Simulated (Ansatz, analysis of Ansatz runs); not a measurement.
# A hop of Li in CsLi2Br3 (Immm), charge −1, part 2 of 4

How high is the barrier when Li changes place in CsLi2Br3 (Immm)? The case: V_Li hop (3.9 Å), charge −1, in a cell of 72 host atoms with 1 Li taken out.

Ansatz 0.2.0; plane-wave PAW DFT, PBEsol; nudged elastic band between two relaxed defect structures at fixed charge in a uniform background.

So far: Starting point; Relaxation of the start point, charge −1.

### Step 3. Relaxation of the end point, charge −1

Level of this step: plane-wave PAW DFT, PBEsol; relaxation of all atoms of a defect supercell at fixed charge in a uniform background (Ansatz).

The end point is relaxed in the same cell and settings, so that the two energies compare. Atoms more than 3.2 Å from the middle of the hop start where the first relaxation left them, the nearer ones on or close to their ideal places, with small random displacements.

File qm1_c72k1s.end/input.yaml:

```yaml
crystal:
  lattice:
    - [13.85313979, 0.0, 0.0]
    - [4.61771326, 11.05374873, 0.0]
    - [0.0, 0.0, 13.17917308]
  atoms:
    - { symbol: Cs, position: [0.000745, 0.50060478, 0.00045156] }
    - { symbol: Cs, position: [0.08160343, 0.75303285, 0.50051295] }
[... 17 atom lines left out ...]
    - { symbol: Br, position: [0.24920683, 0.75023631, 0.71488161] }
[... 5 atom lines left out ...]
    - { symbol: Cs, position: [0.42350164, 0.74290118, 0.50601944] }
[... 3 atom lines left out ...]
    - { symbol: Li, position: [0.666667, 0.5, 0.691345] }
[... 2 atom lines left out ...]
    - { symbol: Li, position: [0.33120119, 0.49820286, 0.69407005] }
[... 1 atom line left out ...]
    - { symbol: Li, position: [0.50173173, -0.00885946, 0.69479234] }
[... 3 atom lines left out ...]
    - { symbol: Br, position: [0.5, 0.5, 0.78187158] }
[... 4 atom lines left out ...]
    - { symbol: Br, position: [0.58333333, 0.75, 0.71812842] }
[... 1 atom line left out ...]
    - { symbol: Br, position: [0.41483806, 0.74956862, 0.00083781] }
[... 2 atom lines left out ...]
    - { symbol: Cs, position: [0.66668687, 0.49948325, -0.01953554] }
[... 4 atom lines left out ...]
    - { symbol: Li, position: [0.75236193, 0.74283678, 0.80747061] }
[... 7 atom lines left out ...]
    - { symbol: Br, position: [0.84385907, 0.50224167, 0.78611437] }
[... 5 atom lines left out ...]
    - { symbol: Br, position: [0.6667214, 0.49994789, 0.48685038] }
[... 2 atom lines left out ...]
    - { symbol: Br, position: [0.91817237, 0.24948402, 0.00104006] }
total_charge: -1
basis:
  ecutwfc: 420
  xc_grid: 2
hamiltonian:
  xc: pbesol
kpoints:
  mp_grid: { grid: [1, 1, 1], shift: [0.25, 0.25, 0.25] }
scf:
  occupations: { method: fixed }
  max_iter: 100
output:
  forces: true
relax:
  f_tol: 0.02
  max_steps: 70
  random_displacement: { amplitude: 0.01, seed: 8115 }
```

On the command line:

```bash
$ ansatz run input.yaml --threads 4 --pin off --max-ram 14131MiB --backend cpu --events-out ev --progress --plain --runs-dir out
```

Numbers of over 12 decimals in the logs are rounded to 6 here.

The program printed:

```text
[...]
Crystal: 71 atoms, lattice volume = 2018.115 Å³
Basis set: ecut = 420 eV, 39381 PW (Γ), exchange–correlation on 192×162×180 points (8 copies of the dense FFT grid, shifted against one another)
Bands: 286, of which v1, the nominal top of the filled ones, is band 215 counted from 1 (214 counted from 0)
Symmetry: 1 space group operations
k-points: 1
[...]
SCF iter   1: F=—  HF=-170322.490519 eV  |F-HF|=—  |Δ(HF+E_count)|=         —  Δρ=2.52e-3  dr2=1.67e-1  ethr=1.77e-3  ⟨swp⟩=10.0  Hψ=1277  notcnv=0  defer=69
[...]
SCF iter   6: F=-170322.450210 eV  HF=-170322.450210 eV  |F-HF|=2.05e-7  |Δ(HF+E_count)|=   4.58e-6  Δρ=2.61e-6  dr2=3.09e-7  ethr=8.56e-10  ⟨swp⟩=2.0  Hψ=873  notcnv=0
SCF 1 converged in 6 iterations: F = -170322.450210 eV  dr2 = 3.09e-7
[...]
F+E_penalty+E_count = -170322.86641454 eV   max|allowed force component| = 1.872e-2 eV/Å
  atoms:
    - { symbol: Cs, position: [0.001274, 0.496964, 0.000370] }
    - { symbol: Cs, position: [0.082678, 0.749181, 0.499727] }
[...]
- { symbol: Br, position: [0.239977, 0.747007, 0.714361] }
[...]
- { symbol: Cs, position: [0.416986, 0.750111, 0.519202] }
[...]
- { symbol: Li, position: [0.662456, 0.515165, 0.692798] }
[...]
- { symbol: Li, position: [0.331456, 0.505465, 0.693257] }
[...]
- { symbol: Br, position: [0.504502, 0.491484, 0.775112] }
[...]
- { symbol: Br, position: [0.593686, 0.752022, 0.714741] }
    [... 1 atom left out ...]
    - { symbol: Br, position: [0.416604, 0.749466, 0.012319] }
    [... 2 atoms left out ...]
    - { symbol: Cs, position: [0.660332, 0.506719, -0.006231] }
    [... 4 atoms left out ...]
    - { symbol: Li, position: [0.751885, 0.752016, 0.806090] }
    [... 7 atoms left out ...]
    - { symbol: Br, position: [0.834344, 0.499161, 0.785278] }
    [... 9 atoms left out ...]
[key lines of the parts left out:]
SCF converged after 6 iterations
Free energy (F): -170322.866415 eV
Fermi energy:    2.279241 eV
```

The job ended after 78 s (4 threads of Arm Neoverse V1, shared host; peak memory 2.8 GiB; 5.1 min of CPU time).

Step by step:

```tsv
step	energy less that of the first step (eV)	largest force component (eV/Å)
1	0.0000	0.4323
2	-0.3478	0.1841
3	-0.4125	0.0313
4	-0.4162	0.0187
```

The atoms that moved most (Å, from the sites as typed, ahead of the random displacement):

```tsv
atom	dx	dy	dz	length
Cs49	-0.055	0.081	0.175	0.200
Cs26	-0.057	0.080	0.173	0.199
Li11	-0.013	-0.174	0.006	0.175
Br68	0.025	-0.001	0.168	0.170
Li30	0.011	0.168	0.018	0.170
Li56	-0.008	-0.163	0.005	0.163
Br44	0.152	0.023	-0.045	0.161
Cs50	0.073	0.087	-0.106	0.155
```

Neighbours of Li30 at the end:

```tsv
atom	distance (Å)
Br68	2.551
Br39	2.554
Br62	2.615
Br44	2.638
Br65	2.974
Li54	3.811
Li32	3.964
Cs49	3.968
Li56	4.023
```

This step gave:

```
free energy                                                                                       : -170322.8664 eV
r.m.s. move of the farther half of the atoms                                                      : 0.04414 Å
largest move from the ideal geometry of this structure, a common shift of the far atoms taken out : 0.2549 Å
```

The relaxation gained 0.416 eV and ended with a largest force component of 0.019 eV/Å. The end lies within 1 meV of the start.

(Part 2 of 4 ends here.)

[Logs are printed without paths, hosts, clocks, repeated set-up lines and the standing remarks that a program may print on its own settings, such as how far it seeks lower states.]

[Hosts, paths, dates, database ids (printed as entryN), source tags and the programs' standing remarks are cut or masked in the printed files.]
